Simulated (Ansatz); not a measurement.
# NaVSe3 (model cell, started as cubic perovskite with V in the octahedra): phonons and vibrational spectra

Aim: the vibrations of NaVSe3 (model cell, started as cubic perovskite with V in the octahedra), their spectra, and whether the structure is stable.

Method: DFT PBE, scalar-relativistic, plane waves, PAW, in Ansatz 0.2.0.

The structure was built from a prototype and need not be the compound's stable phase.

### Step 1. The starting structure

It takes space group Pm-3m (No. 221, cubic). The conventional cell has a = 4.939 Å, b = 4.939 Å, c = 4.939 Å, α = 90.00°, β = 90.00°, γ = 90.00°. Nearest to Na lie 12 Se at 3.49 Å. V has 6 Se at 2.47 Å nearest. Nearest to Se lie 2 V at 2.47 Å and 4 Na at 3.49 Å. Farther neighbours and most contacts between anions are not listed.

### Step 2. Relaxation

The cell and atoms are relaxed, since residual forces and stress would shift the frequencies.

File input.yaml:

```yaml
crystal:
  lattice:
    - [4.9392, 0.0, 0.0]
    - [0.0, 4.9392, 0.0]
    - [0.0, 0.0, 4.9392]
  atoms:
    - { symbol: Na, position: [0.0, 0.0, 0.0] }
    - { symbol: V, position: [0.5, 0.5, 0.5] }
    - { symbol: Se, position: [0.5, 0.5, 0.0] }
    - { symbol: Se, position: [0.5, 0.0, 0.5] }
    - { symbol: Se, position: [0.0, 0.5, 0.5] }
kpoints:
  mp_grid: { grid: [6, 6, 6] }
hamiltonian:
  xc: pbe
scf:
  occupations: { method: gaussian, width: 0.1 }
output:
  forces: true
  stress: true
  eigenvalues: true
  write_density: true
  write_potential: true
  elf: true
  volumetric_format: npy
relax:
  adjacent_minimum: "off"
  f_tol: 0.005
  max_steps: 80
  cell: { stress_tol: 0.05 }
```

On the command line:

```sh
$ ansatz run input.yaml --threads 8 --pin off --max-ram 14336MiB --backend cpu --events-out ev --progress --plain --runs-dir out
```

Numbers of over 12 decimals in the logs are rounded to 6 here.

Output:

```text
Engine: ansatz 0.2.0, aarch64-unknown-linux-gnu
Pseudopotentials: kind: paw
Pseudopotential: Na, paw, valence charge 9, recommended cutoff 420 eV (normal), Na.paw.azcp
Pseudopotential: V, paw, valence charge 13, recommended cutoff 420 eV (normal), V.paw.azcp
Pseudopotential: Se, paw, valence charge 16, recommended cutoff 420 eV (normal), Se.paw.azcp
Functional definition: PBE
  parameter kappa = 0.804
  parameter beta = 0.066725
  exchange = pbe_x(kappa = kappa, mu = beta*pi^2/3)
  correlation = pbe_c(beta = beta)
Crystal: 5 atoms, lattice volume = 120.495 Å³
Basis set: ecut = 420 eV, 2373 PW (Γ), exchange–correlation on 72×72×72 points (8 copies of the dense FFT grid, shifted against one another)
Bands: 42, of which v1, the nominal top of the filled ones, is band 35 counted from 1 (34 counted from 0)
Symmetry: 48 space group operations
Space group: Pm-3m (ITA 221), of the structure as read, at distance tolerance 4.9e-5 Å
k-points: 20 of 216
Non-local potential: Na, projectors of the file, l = 0: 3, l = 1: 2, l = 2: 1
Non-local potential: V, projectors of the file, l = 0: 3, l = 1: 2, l = 2: 3, l = 3: 1
Non-local potential: Se, projectors of the file, l = 0: 2, l = 1: 2, l = 2: 3, l = 3: 1
PAW form: soft (Blöchl's): semilocal exchange-correlation on the pseudo side does not see the compensation charge
PAW one-centre angular grid: Na, 110 points (default); XC on 64 Gauss nodes
PAW one-centre angular grid: V, 590 points (default); XC on 64 Gauss nodes
PAW one-centre angular grid: Se, 590 points (default); XC on 64 Gauss nodes
Initial density: superposition of atomic densities (neutral atoms: chi_scale 0, normalization atom), corrected by the library's trained network
Initial wavefunctions: pseudopotential atomic-orbital guess
Functional: x = pbe(κ = 0.804, μ = 0.219515), c = pbe(β = 0.066725)
SCF iter   1: F=—  HF=-20808.364447 eV  |F-HF|=—  |Δ(HF+E_count)|=         —  Δρ=6.89e-3  dr2=1.04e-1  ethr=1.77e-3  ⟨swp⟩=6.0  Hψ=2957  notcnv=0
preconditioner: auto → LDOS  [metal: Δε(μ)=0.007 eV  Ē_g=7.302 eV  σ=0.100 eV  W_gap=0.04  n_scr=26 (ndim 8)  ℏωp=16.6 eV  f_vac=0.129  D(μ)=7.76/eV (n_scr^D=80)  β→1.0]
SCF iter   2: F=—  HF=-20808.360995 eV  |F-HF|=—  |Δ(HF+E_count)|=   3.45e-3  Δρ=1.95e-3  dr2=5.33e-3  ethr=1.48e-4  ⟨swp⟩=1.0  Hψ=1000  notcnv=0
SCF iter   3: F=—  HF=-20808.361306 eV  |F-HF|=—  |Δ(HF+E_count)|=   3.11e-4  Δρ=9.38e-4  dr2=1.00e-3  ethr=7.62e-6  ⟨swp⟩=2.0  Hψ=1147  notcnv=0
SCF iter   4: F=—  HF=-20808.361220 eV  |F-HF|=—  |Δ(HF+E_count)|=   8.58e-5  Δρ=1.23e-4  dr2=2.00e-5  ethr=1.43e-6  ⟨swp⟩=1.6  Hψ=838  notcnv=0
SCF iter   5: F=—  HF=-20808.361196 eV  |F-HF|=—  |Δ(HF+E_count)|=   2.41e-5  Δρ=4.17e-5  dr2=3.12e-6  ethr=2.85e-8  ⟨swp⟩=2.0  Hψ=1181  notcnv=0
SCF iter   6: F=—  HF=-20808.361195 eV  |F-HF|=—  |Δ(HF+E_count)|=   9.54e-7  Δρ=1.44e-5  dr2=5.56e-7  ethr=4.46e-9  ⟨swp⟩=2.0  Hψ=1483  notcnv=0
SCF iter   7: F=-20808.361195 eV  HF=-20808.361195 eV  |F-HF|=7.39e-9  |Δ(HF+E_count)|=   1.05e-7  Δρ=3.01e-6  dr2=1.17e-8  ethr=1.43e-10  ⟨swp⟩=9.9  Hψ=5536  notcnv=0
SCF 1 converged in 7 iterations: F = -20808.361195 eV  dr2 = 1.17e-8
  greatest PAW one-centre occupation: 1.000 electrons in one spin orbital (limit 2), on the Se atom at site 3 (counted from 0), in its partial waves of l = 2
relax step   1: F+E_penalty+E_count = -20808.36119467 eV  Δ(F+E_penalty+E_count) = +0.000e0 eV  max|allowed force component| = 9.495e-29 eV/Å  Δτ_max = 0.0000 Å  P = -1.351 GPa  Ω = 120.495 Å³  (7 SCF iters, dr2 threshold 1.00e-7 eV, accepted)
Crystal: 5 atoms, lattice volume = 117.879 Å³
Basis set: ecut = 420 eV, 2325 PW (Γ), exchange–correlation on 72×72×72 points (8 copies of the dense FFT grid, shifted against one another)
Initial density: handed on by an earlier stage of this run
Initial wavefunctions: those handed on with the density
iter 1 solved again at ethr=1.75e-4 eV; its pass at ethr=3.10e-3 eV (dr2=1.22e-1 eV) is discarded
SCF iter   1: F=—  HF=-20808.380063 eV  |F-HF|=—  |Δ(HF+E_count)|=         —  Δρ=7.77e-3  dr2=1.28e-1  ethr=1.75e-4  ⟨swp⟩=1.0  Hψ=3365  notcnv=0
preconditioner: auto → LDOS  [metal: Δε(μ)=0.029 eV  Ē_g=7.370 eV  σ=0.100 eV  W_gap=0.16  n_scr=26 (ndim 8)  ℏωp=16.8 eV  f_vac=0.123  D(μ)=8.23/eV (n_scr^D=80)  β→1.0]
SCF iter   2: F=—  HF=-20808.373674 eV  |F-HF|=—  |Δ(HF+E_count)|=   6.39e-3  Δρ=2.22e-3  dr2=8.40e-3  ethr=1.75e-4  ⟨swp⟩=1.0  Hψ=840  notcnv=0
SCF iter   3: F=—  HF=-20808.373855 eV  |F-HF|=—  |Δ(HF+E_count)|=   1.80e-4  Δρ=5.29e-4  dr2=2.40e-4  ethr=1.20e-5  ⟨swp⟩=2.0  Hψ=945  notcnv=0
SCF iter   4: F=—  HF=-20808.373757 eV  |F-HF|=—  |Δ(HF+E_count)|=   9.76e-5  Δρ=2.50e-4  dr2=9.33e-5  ethr=3.43e-7  ⟨swp⟩=2.0  Hψ=1388  notcnv=0
SCF iter   5: F=-20808.373751 eV  HF=-20808.373751 eV  |F-HF|=8.30e-8  |Δ(HF+E_count)|=   6.56e-6  Δρ=1.72e-5  dr2=3.35e-7  ethr=7.14e-10  ⟨swp⟩=8.7  Hψ=6110  notcnv=0
SCF 2 converged in 5 iterations: F = -20808.373751 eV  dr2 = 3.35e-7
  greatest PAW one-centre occupation: 1.000 electrons in one spin orbital (limit 2), on the Se atom at site 2 (counted from 0), in its partial waves of l = 2
relax step   2: F+E_penalty+E_count = -20808.37375079 eV  Δ(F+E_penalty+E_count) = -1.256e-2 eV  max|allowed force component| = 1.007e-29 eV/Å  Δτ_max = 0.0000 Å  P = -0.132 GPa  Ω = 117.879 Å³  energy of the carried Pulay correction = +2.446e-4 eV  (5 SCF iters, dr2 threshold 5.00e-7 eV, accepted)
Crystal: 5 atoms, lattice volume = 117.603 Å³
iter 1 solved again at ethr=2.26e-6 eV; its pass at ethr=3.10e-3 eV (dr2=1.58e-3 eV) is discarded
SCF iter   1: F=—  HF=-20808.373980 eV  |F-HF|=—  |Δ(HF+E_count)|=         —  Δρ=8.57e-4  dr2=1.55e-3  ethr=2.26e-6  ⟨swp⟩=1.0  Hψ=2717  notcnv=0
preconditioner: auto → LDOS  [metal: Δε(μ)=0.007 eV  Ē_g=7.407 eV  σ=0.100 eV  W_gap=0.04  n_scr=26 (ndim 8)  ℏωp=16.8 eV  f_vac=0.123  D(μ)=8.10/eV (n_scr^D=80)  β→1.0]
SCF iter   2: F=—  HF=-20808.373906 eV  |F-HF|=—  |Δ(HF+E_count)|=   7.42e-5  Δρ=2.21e-4  dr2=8.22e-5  ethr=2.21e-6  ⟨swp⟩=1.0  Hψ=840  notcnv=0
SCF iter   3: F=—  HF=-20808.373891 eV  |F-HF|=—  |Δ(HF+E_count)|=   1.48e-5  Δρ=6.31e-5  dr2=4.15e-6  ethr=1.17e-7  ⟨swp⟩=2.0  Hψ=922  notcnv=0
SCF iter   4: F=—  HF=-20808.373886 eV  |F-HF|=—  |Δ(HF+E_count)|=   5.33e-6  Δρ=2.54e-5  dr2=9.50e-7  ethr=5.92e-9  ⟨swp⟩=2.0  Hψ=1280  notcnv=0
SCF iter   5: F=-20808.373886 eV  HF=-20808.373886 eV  |F-HF|=1.39e-9  |Δ(HF+E_count)|=   7.19e-8  Δρ=2.31e-6  dr2=7.45e-9  ethr=6.22e-11  ⟨swp⟩=6.0  Hψ=5263  notcnv=0
SCF 3 converged in 5 iterations: F = -20808.373886 eV  dr2 = 7.45e-9
relax step   3: F+E_penalty+E_count = -20808.37388607 eV  Δ(F+E_penalty+E_count) = -1.353e-4 eV  max|allowed force component| = 7.008e-30 eV/Å  Δτ_max = 0.0000 Å  P = +0.006 GPa  Ω = 117.603 Å³  energy of the carried Pulay correction = +2.708e-4 eV  (5 SCF iters, dr2 threshold 4.36e-8 eV, accepted)
Initial wavefunctions: pseudopotential atomic-orbital guess (no wavefunctions were taken with the density)
iter 1 solved again at ethr=2.88e-7 eV; its pass at ethr=3.10e-3 eV (dr2=2.02e-4 eV) is discarded
SCF iter   1: F=—  HF=-20808.373620 eV  |F-HF|=—  |Δ(HF+E_count)|=         —  Δρ=2.09e-5  dr2=7.08e-8  ethr=2.88e-7  ⟨swp⟩=3.0  Hψ=4743  notcnv=0
eigensolver tolerance schedule: the retry pair's looser diagonalisation over-reported the residual by 2846.24 of it (diagonalisation noise at 0.36 of the residual, at the tolerance the schedule requests for it); recorded, not acted on — ethr = c·dr2/N_el stays at c = 1.0e-1
preconditioner: auto → LDOS  [metal: Δε(μ)=0.003 eV  Ē_g=7.402 eV  σ=0.100 eV  W_gap=0.02  n_scr=26 (ndim 8)  ℏωp=16.8 eV  f_vac=0.119  D(μ)=8.07/eV (n_scr^D=80)  β→1.0]
SCF iter   2: F=—  HF=-20808.373602 eV  |F-HF|=—  |Δ(HF+E_count)|=   1.73e-5  Δρ=3.34e-5  dr2=1.84e-6  ethr=1.01e-10  ⟨swp⟩=2.8  Hψ=1694  notcnv=0
SCF iter   3: F=—  HF=-20808.373602 eV  |F-HF|=—  |Δ(HF+E_count)|=   1.01e-7  Δρ=1.88e-5  dr2=6.59e-7  ethr=1.01e-10  ⟨swp⟩=2.0  Hψ=1544  notcnv=0
SCF iter   4: F=—  HF=-20808.373602 eV  |F-HF|=—  |Δ(HF+E_count)|=   1.69e-8  Δρ=3.34e-6  dr2=2.03e-8  ethr=1.01e-10  ⟨swp⟩=2.9  Hψ=1553  notcnv=0
SCF iter   5: F=—  HF=-20808.373602 eV  |F-HF|=—  |Δ(HF+E_count)|=   1.24e-8  Δρ=1.85e-6  dr2=5.77e-9  ethr=2.90e-11  ⟨swp⟩=2.0  Hψ=1519  notcnv=0
SCF iter   6: F=-20808.373602 eV  HF=-20808.373602 eV  |F-HF|=3.64e-12  |Δ(HF+E_count)|=  2.29e-10  Δρ=1.22e-7  dr2=1.18e-11  ethr=1.00e-12  ⟨swp⟩=4.5  Hψ=3862  notcnv=0
SCF 4 converged in 6 iterations: F = -20808.373602 eV  dr2 = 1.18e-11
relax step   4: F+E_penalty+E_count = -20808.37360230 eV  Δ(F+E_penalty+E_count) = +2.838e-4 eV  max|allowed force component| = 2.181e-29 eV/Å  Δτ_max = 0.0000 Å  P = +0.007 GPa  Ω = 117.603 Å³  stress off target by 6.96e-3 GPa  SCF on the basis re-selected at this cell (its energy is not comparable with the rows above)  (6 SCF iters)
basis re-selected at this cell: Δ(F+E_penalty+E_count) = +2.838e-4 eV, ΔP = +0.001 GPa vs the last step (what re-selecting the basis moved, of the pressure what is left beyond the Pulay correction that the steps carried, after the strain that the cell walked since its last selection, with what the two solves' SCF thresholds leave and, on support functions, any second-order correction that the steps lacked; it is no m [...]
SCF converged after 6 iterations
Free energy (F): -20808.373602 eV
Harris-Foulkes:  -20808.373602 eV  (|F-HF|=3.64e-12)
Internal energy: -20808.333243 eV  (E = F + TS)
E sigma→0 (E₀):  -20808.353423 eV
Entropy (-TS):   -0.040360 eV (-8.072 meV/atom)
Fermi energy:    7.539316 eV
--- Per-component energies (eV) ---
  E_band       = -1637.112592
  E_kinetic    = 811.808686
  E_local      = -10478.612682  (includes V_loc(G=0)·N_el)
  E_nonlocal   = -1718.903795
  E_hartree    = 4918.664767
  E_xc         = -481.583475
  E_vxc        = -509.335672  (∫ρ·V_xc dr)
  E_paw        = -7108.917311  (= ΣΔE_a)
  E_vpaw       = 420.602639  (= ΣTr[D̂ρ^β])
  E_aug_tail   = -0.001485  (compensation charges beyond the density's cutoff)
  E_ewald      = -6750.787947
  E_smearing   = -0.040360  (= −TS)
  E_closure    = 0.000000  (closes the sum)
  Σ components = -20808.373602   (vs F -20808.373602, Δ=0.00e0)
--- Forces (eV/Å), atoms counted from 1 ---
  atom   1  Na    -0.00000000    -0.00000000    -0.00000000
  atom   2  V     -0.00000000    -0.00000000     0.00000000
  atom   3  Se    -0.00000000    -0.00000000     0.00000000
  atom   4  Se     0.00000000    -0.00000000     0.00000000
  atom   5  Se    -0.00000000     0.00000000    -0.00000000
  max |Σ_I F_I| component: 2.77e-29 eV/Å
--- Stress (GPa, compression-positive) ---
        0.006964       0.000000       0.000000
        0.000000       0.006964       0.000000
        0.000000       0.000000       0.006964
  P = ⅓ Tr σ = 0.0070 GPa (0.070 kbar)
--- Band table (eV; the first three rows and the last of 20) ---
  k-point 0: bands = [... 31 lower, 6.4819, 6.6731, 6.6731, 6.6731, 7.2978, 7.2978, 7.2978, 7.7483, ... 3 higher]
  k-point 1: bands = [... 31 lower, 6.2811, 6.3148, 6.6795, 6.9547, 6.9547, 7.6626, 7.6626, 7.7543, ... 3 higher]
  k-point 2: bands = [... 31 lower, 5.2169, 6.0207, 6.6923, 7.0196, 7.0196, 7.7622, 8.1733, 8.1733, ... 3 higher]
  k-point 19: bands = [... 31 lower, 3.7527, 8.0612, 8.0612, 8.0612, 8.1962, 8.1962, 8.1962, 9.7268, ... 3 higher]
--- Relaxed structure (3 steps of the walk, 3 accepted, 1 SCFs on fresh bases) ---
  F+E_penalty+E_count = -20808.37360230 eV   max|allowed force component| = 2.181e-29 eV/Å   (the final SCF, on the basis selected at the relaxed cell)
  cell:  # Å, volume = 117.6027 Å³
    - [4.899358, 0, 0]
    - [0, 4.899358, 0]
    - [0, 0, 4.899358]
  atoms:
    - { symbol: Na, position: [0, 0, 0] }
    - { symbol: V, position: [0.5, 0.5, 0.5] }
    - { symbol: Se, position: [0.5, 0.5, 0] }
    - { symbol: Se, position: [0.5, 0, 0.5] }
    - { symbol: Se, position: [0, 0.5, 0.5] }
```

Run time: 15 s. Hardware: 8 threads of Arm Neoverse N1, shared host; peak memory 0.62 GiB.

This run has no spin polarisation, although V can carry a moment.

Step by step:

```
step  energy less that of the first step (eV)  largest force component (eV/Å)  pressure (GPa)  volume (Å³)
   1                                   0.0000                          0.0000           -1.35       120.50
   2                                  -0.0126                          0.0000           -0.13       117.88
   3                                  -0.0127                          0.0000            0.01       117.60
  4*                                  -0.0124                          0.0000            0.01       117.60
```

Relaxation steps marked * repeat the geometry before them on a plane-wave basis chosen anew for their cell, so energy and pressure can jump there.

The run keeps the 48 symmetry operations that it works with, so distortions that break them were not tested.

```
conventional cell, symmetrised  before  after  change
                         a (Å)   4.939  4.899  -0.8 %
                         b (Å)   4.939  4.899  -0.8 %
                         c (Å)   4.939  4.899  -0.8 %
              volume (Å³/atom)   24.10  23.52  -2.4 %
```

The relaxed structure:

```xyz
5
Lattice="4.8994 0.0000 0.0000 0.0000 4.8994 0.0000 0.0000 0.0000 4.8994" Properties=species:S:1:pos:R:3 pbc="T T T"
Na    0.0000    0.0000    0.0000
V     2.4497    2.4497    2.4497
Se    2.4497    2.4497    0.0000
Se    2.4497    0.0000    2.4497
Se    0.0000    2.4497    2.4497
```

Numbers from this step:

```yaml
pressure: 0.006964 GPa
volume_per_atom: 23.52 Å³
gap_on_the_k_mesh: 0 eV
```

Electrostatic potential energy in the ac plane at fractional y = 0.500, with atoms of V and Se within 0.2 Å of it. With pseudopotentials it is smooth inside the atoms' cores, unlike the true potential.

Ten even steps from '0' (-23 eV) to '9' (12 eV), each cell a mean:
```
99996356438999
99998433369999
99999755689999
78999876789998
34788521378863
53476100037634
75365001016536
64375000027535
33587300158743
57898755689986
99999876789999
99998533479999
99997345348999
99995367537999
```
Columns run along a (4.9 Å; values clipped at the 3rd and 97th percentile), rows up along c (4.9 Å). Atoms in or near the plane, at fractional coordinates: V at (0.50, 0.50), Se at (0.50, 0.00), Se at (0.00, 0.50).

Valence density in the ac plane at fractional y = 0.500, with atoms of V and Se within 0.2 Å of it. It is the smooth field of the valence electrons, not physical close to the nuclei.

Ten steps, logarithmic in the rise over the least value, from '_' (0 e/Å³) to '@' (30 e/Å³), each cell a mean:
```
________::==##%%**--..______
________..::==++--::..______
________....::::::..________
....______..........____....
--::........----::......::--
##++::....==****++::..::--**
@@##--::::++##%%**--..::++%%
@@**--....==####**--..::==##
++--::....::==++==......::==
::....____....::....__....::
__________....::....________
________..::----::..________
________..--**##++::..______
________::++@@@@##--..______
```
Columns run along a (4.9 Å), rows up along c (4.9 Å). Atoms in or near the plane, at fractional coordinates: V at (0.50, 0.50), Se at (0.50, 0.00), Se at (0.00, 0.50).

ELF in the ac plane at fractional y = 0.500, with atoms of V and Se within 0.2 Å of it. It is the smooth field of the valence electrons, not physical close to the nuclei.

Ten even steps from '0' (0.02) to '9' (0.79), each cell a mean:
```
00279954799510
10148998997201
64225899874225
98532344432479
99851134213799
68972489724897
26972799944984
47972699834995
89961267413899
99742122212589
76324677753247
32137999985212
00269976898400
00379842699610
```
Columns run along a (4.9 Å), rows up along c (4.9 Å). Atoms in or near the plane, at fractional coordinates: V at (0.50, 0.50), Se at (0.50, 0.00), Se at (0.00, 0.50).

In this step the volume went from 24.10 to 23.52 Å³/atom.

### Step 3. Tight relaxation

Phonons need a cell at rest on their own settings, so the relaxation is repeated with tight tolerances on forces and stress, using the mesh and the filling of the phonon run that follows.

File input.yaml:

```yaml
crystal:
  lattice:
    - [4.8993576265, 0.0, 0.0]
    - [0.0, 4.8993576265, 0.0]
    - [0.0, 0.0, 4.8993576265]
  atoms:
    - { symbol: Na, position: [0.0, 0.0, 0.0] }
    - { symbol: V, position: [0.5, 0.5, 0.5] }
    - { symbol: Se, position: [0.5, 0.5, 0.0] }
    - { symbol: Se, position: [0.5, 0.0, 0.5] }
    - { symbol: Se, position: [0.0, 0.5, 0.5] }
kpoints:
  mp_grid: { grid: [6, 6, 6] }
hamiltonian:
  xc: pbe
scf:
  occupations: { method: methfessel_paxton, width: 0.15 }
output:
  forces: true
  stress: true
  eigenvalues: true
relax:
  adjacent_minimum: "off"
  f_tol: 0.001
  max_steps: 60
  cell: { stress_tol: 0.01 }
```

Output:

```text
[...]
Crystal: 5 atoms, lattice volume = 117.603 Å³
Basis set: ecut = 420 eV, 2325 PW (Γ), exchange–correlation on 72×72×72 points (8 copies of the dense FFT grid, shifted against one another)
Bands: 42, of which v1, the nominal top of the filled ones, is band 35 counted from 1 (34 counted from 0)
Symmetry: 48 space group operations
[...]
k-points: 20 of 216
[...]
--- Relaxed structure (2 steps of the walk, 2 accepted, 1 SCFs on fresh bases) ---
[...]
cell:  # Å, volume = 117.5779 Å³
    - [4.899013, 0, 0]
    - [0, 4.899013, 0.0]
    - [0.0, 0.0, 4.899013]
  atoms:
    - { symbol: Na, position: [0, 0, 0] }
    - { symbol: V, position: [0.5, 0.5, 0.5] }
    - { symbol: Se, position: [0.5, 0.5, 0] }
    - { symbol: Se, position: [0.5, 0, 0.5] }
    - { symbol: Se, position: [0, 0.5, 0.5] }
[key lines of the parts left out:]
SCF converged after 10 iterations
Free energy (F): -20808.358061 eV
Fermi energy:    7.540076 eV
P = ⅓ Tr σ = -0.0015 GPa (-0.015 kbar)
```

It took 11 s on 8 threads; peak memory 0.61 GiB.

Little changed from the start: no atom moved by 0.005 Å and no cell edge by 0.1 %.

This step gave:

- pressure: -0.001538 GPa

The forces vanish by symmetry and the pressure is -0.002 GPa, within the tolerances set. The cell now holds 23.52 Å³/atom.

(Part 1 of 2 ends here.)

[Logs are printed without paths, hosts, clocks, repeated set-up lines and the standing remarks that a program may print on its own settings, such as how far it seeks lower states.]

[Hosts, paths, dates, database ids (printed as entryN), source tags and the programs' standing remarks are cut or masked in the printed files.]
